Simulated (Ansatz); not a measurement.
# Si_Mg in MgO (Fm-3m): charge-transition levels and formation energies, part 2 of 2

Aim: at which Fermi levels does Si_Mg in MgO (Fm-3m) change its charge? The model is a cell of 54 host atoms with 1 Mg taken out and 1 Si put in.

Ansatz; place-levels on r2SCAN runs: charge-transition levels and formation energies with image-charge correction and potential alignment at the atomic sites; PAW set soft_1.

So far: The structure; Charge states; Levels against the band edges, r2SCAN.

## 3. Levels against the band edges, r2SCAN (continued)

Levels between the charges placed, in eV above the valence top:

|  | gap (eV) | (+2/+1) | (+1/0) | (0/−1) |
| --- | --- | --- | --- | --- |
| r2SCAN | 5.68 | 4.92 | 4.32 | 5.72 |

Corrections by state:

| charge | moment (μB) | image terms and alignment (eV) | band filling (eV) | ε used | over the lowest of its charge, as the program ranks them, band filling apart (eV) |
| --- | --- | --- | --- | --- | --- |
| +2 | 0.0 | 0.974 | - | 10.37 | 0.000 |
| +1 | 1.0 | 0.275 | - | 10.37 | 0.000 |
| 0 | 0.0 | 0.000 | - | - | 0.000 |
| −1 | 1.0 | 0.137 | -1.255 | 10.37 | 0.000 |

The charged structures listed were also run neutral, and place-levels reads from each pair, by the potential or the spins, how wide the charge is by which they differ; that can be the carrier of either run.

| charge | rms radius (Å) | spread where it is widest against the cell (Å) | wide from (Å) | reading |
| --- | --- | --- | --- | --- |
| +2 | 4.6 | 2.68 | 1.26 | wide |
| +1 | 2.3 | 1.33 | 1.26 | wide |
| −1 | 4.2 | 2.63 | 1.26 | wide |

The neutral runs of these pairs need not share the spin of the lowest neutral state, and very wide values only mean spread over the cell.

From the program's caveats on the states, each cut to its opening words:

- charge +2: it parts from the run at its places by a charge that spreads by about 2.7 Å along one vector (1.3 Å or more is wide), by its potential at epsilon 3.24, taken [...]
- charge +2, +1 (1 μB), 0, −1 (1 μB): its alignment with the host at atomic sites is doubtful: the cell is too small to show whether the defect's potential has decayed: take a larger one
- charge +1 (1 μB): it parts from the run at its places by a charge that spreads by about 1.3 Å along one vector (1.3 Å or more is wide), by the spins about the atoms, where the [...]
- charge +1 (1 μB): the far atoms show a dipole or second moment of the defect's charge, for which the correction takes or leaves out 0.245 eV: further moments aren't read, and [...]
- charge +1 (1 μB), −1 (1 μB): flagged: stability check not made
- charge 0: the far atoms show a dipole or second moment of the defect's charge, for which the correction takes or leaves out 0.404 eV: further moments aren't read, and [...]
- charge −1 (1 μB): it parts from the run at its places by a charge that spreads by about 2.6 Å along one vector (1.3 Å or more is wide), by its potential at epsilon 3.24, taken [...]
- charge −1 (1 μB): a band-filling correction moves a carrier to the host's band edge, which changes its energy by -1.255 eV
- charge −1 (1 μB): the far atoms show a dipole or second moment of the defect's charge, for which the correction takes or leaves out 0.178 eV: further moments aren't read, and [...]
- charge −1 (1 μB): its moments are held at its close (magnetization.spin_locking), by a field of 0.284 eV a Bohr magneton, and its energy and levels are of the state that this [...]

The host's formation energy from the elements is -2.963 eV per atom; it sets how far the chemical potentials can move.

Limit set by the element alone; other compounds of these elements are not counted. Chemical potentials from the elements' reference states: Mg 0.00 eV, O -5.93 eV, Si 0.00 eV. Formation energy by charge state (Mg-rich; gap 5.68 eV):

| charge | at valence top (eV) | at conduction bottom (eV) | correction included (eV) |
| --- | --- | --- | --- |
| +2 | -2.92 | 8.43 | 0.97 |
| +1 | 2.00 | 7.67 | 0.27 |
| 0 | 6.32 | 6.32 | 0.00 |
| −1 | 12.04 | 6.36 | -1.12 |

```csv
Fermi level (eV),lowest formation energy (eV)
0.00,-2.92
0.52,-1.89
1.03,-0.86
1.55,0.17
2.06,1.20
2.58,2.23
3.10,3.28
3.61,4.31
4.13,5.34
4.65,6.32
5.16,6.32
5.68,6.32
```

Limit set by the element alone; other compounds of these elements are not counted. Chemical potentials from the elements' reference states: O 0.00 eV, Mg -5.93 eV, Si 0.00 eV. Formation energy by charge state (O-rich; gap 5.68 eV):

| charge | at valence top (eV) | at conduction bottom (eV) | correction included (eV) |
| --- | --- | --- | --- |
| +2 | -8.85 | 2.51 | 0.97 |
| +1 | -3.93 | 1.75 | 0.27 |
| 0 | 0.39 | 0.39 | 0.00 |
| −1 | 6.11 | 0.44 | -1.12 |

```
Fermi level (eV)  lowest formation energy (eV)
            0.00                         -8.85
            0.52                         -7.82
            1.03                         -6.78
            1.55                         -5.75
            2.06                         -4.72
            2.58                         -3.69
            3.10                         -2.65
            3.61                         -1.62
            4.13                         -0.59
            4.65                          0.39
            5.16                          0.39
            5.68                          0.39
```

## 4. The same at the relaxations' own k-points

The relaxations' own energies give the levels at their sampling, for comparison.

Input file levels.relax_mesh.yaml:

```yaml
host:
  run: host.relax.run
states: [qm1_M1.relax.run, q0.relax.run, qp1_M1.relax.run, qp2.relax.run]
chemical_potentials:
  Mg:
    energy: -1926.407918
    dataset: "<sha256 of the dataset>"
  Si:
    energy: -639.06578
    dataset: <sha256 of the dataset>
```

Run with:

```sh
> ansatz place-levels levels.relax_mesh.yaml -- --threads 4 --pin off --max-ram 7536MiB
```

What it wrote:

```text
[...]
formation energy of charge +2: -2.864 eV with the Fermi level at the valence edge
formation energy of charge +1: +1.942 eV with the Fermi level at the valence edge
formation energy of charge 0: +6.136 eV with the Fermi level at the valence edge
formation energy of charge -1: +11.847 eV with the Fermi level at the valence edge
  edges by r2scan, gap 5.659 eV; the host is sampled to repeats of 8.93 Å
[... the lines on each state left out ...]
```

It took 0.14 s on 4 threads of Arm Neoverse V1, shared host.

Levels between neighbouring charges, in eV above the valence top:

|  | gap (eV) | (+2/+1) | (+1/0) | (0/−1) |
| --- | --- | --- | --- | --- |
| one point at (¼, ¼, ¼) | 5.66 | 4.81 | 4.19 | 5.71 |
| a 2×2×2 shifted mesh | 5.68 | 4.92 | 4.32 | 5.72 |

Going from one point at (¼, ¼, ¼) to a 2×2×2 shifted mesh moves the levels that carry no band-filling term by up to 0.13 eV and formation energies against the elements by up to 0.19 eV; band-filling terms, which differ between samplings, are in these energies.

## 5. Summary of results

- gap of the host: 5.68 eV (r2SCAN)
- level (plus 2/plus 1): 4.92 eV above the valence top, not a change between lowest states
- level (plus 1/0): 4.32 eV above the valence top, not a change between lowest states
- level (0/minus 1): 5.72 eV above the valence top, past the conduction bottom (6.97 eV above the valence top without the band-filling term)
- level (plus 2/0): 4.62 eV above the valence top
- lowest of the charges placed, just above the valence top (0.02 eV): +2
- lowest of the charges placed, just below the conduction bottom (0.02 eV): 0
- lowest formation energy at mid-gap of the charges run, Mg-rich: 2.76 eV
- lowest formation energy at mid-gap of the charges run, O-rich: -3.17 eV

What this shows: Of the charges placed (−1, 0, +1 and +2), the lowest changes at 4.62 eV (+2/0) above the valence top, in a gap of 5.68 eV. (+2/0) passes over charge +1, which lies 0.30 eV above the two there; a lower structure or spin state of it, if missed, would change that. Charges above +2 were not placed, so these runs say nothing of levels that involve them. States placed: +2 at 0 μB; +1 at 1 μB; 0 at 0 μB; −1 at 1 μB. Other spin states or structures, where not listed, weren't placed. The program finds carriers beyond a band edge of the host and adds a band-filling term at charge −1 (-1.26 eV); steps to such a charge show no bound level, and a defect level inside a band would be read the same way. Si is taken at its element; compounds, which aren't counted here, bound the chemical potentials and would shift these formation energies. Going from one point at (¼, ¼, ¼) to a 2×2×2 shifted mesh moves the levels that carry no band-filling term by up to 0.13 eV and formation energies against the elements by up to 0.19 eV; band-filling terms, which differ between samplings, are in these energies. The program doubts the alignment of potentials for at least one state, a sign that the cell is small. Keep in mind: the images are only 8.9 Å apart; r2SCAN makes the gap too small and tends to spread out bound carriers; where a gas molecule sets a chemical potential or the host's formation energy, its binding is uncorrected; force components of up to 0.31 eV/Å remain in a run at the final settings.

Computed beside measured:

| quantity | measured | r2SCAN |
| --- | --- | --- |
| band gap (least gap of the host) (eV) | 7.83 | 5.68 (-2.15 eV) |

Measured values from arxiv:0908.1581 (2009).

**Verdict.** The band gap is off by -2.15 eV: a clear miss. Local and semilocal functionals usually give gaps below the measured ones. Zero-point and thermal motion shift the measured gap.

[Logs are printed without paths, hosts, clocks, repeated set-up lines and the standing remarks that a program may print on its own settings, such as how far it seeks lower states.]

[Hosts, paths, dates, database ids (printed as entryN), source tags and the programs' standing remarks are cut or masked in the printed files.]

[Where a table of states has a column of steps, it counts the stored structures, which are thinned; the runs took as many ionic steps or more.]

[A defect's name tells the site on which it was built; relaxed atoms can leave that site.]

[For some hosts the program warned that the k-mesh of the response run may be too coarse for force constants and the static dielectric constant; such warnings are not shown here.]
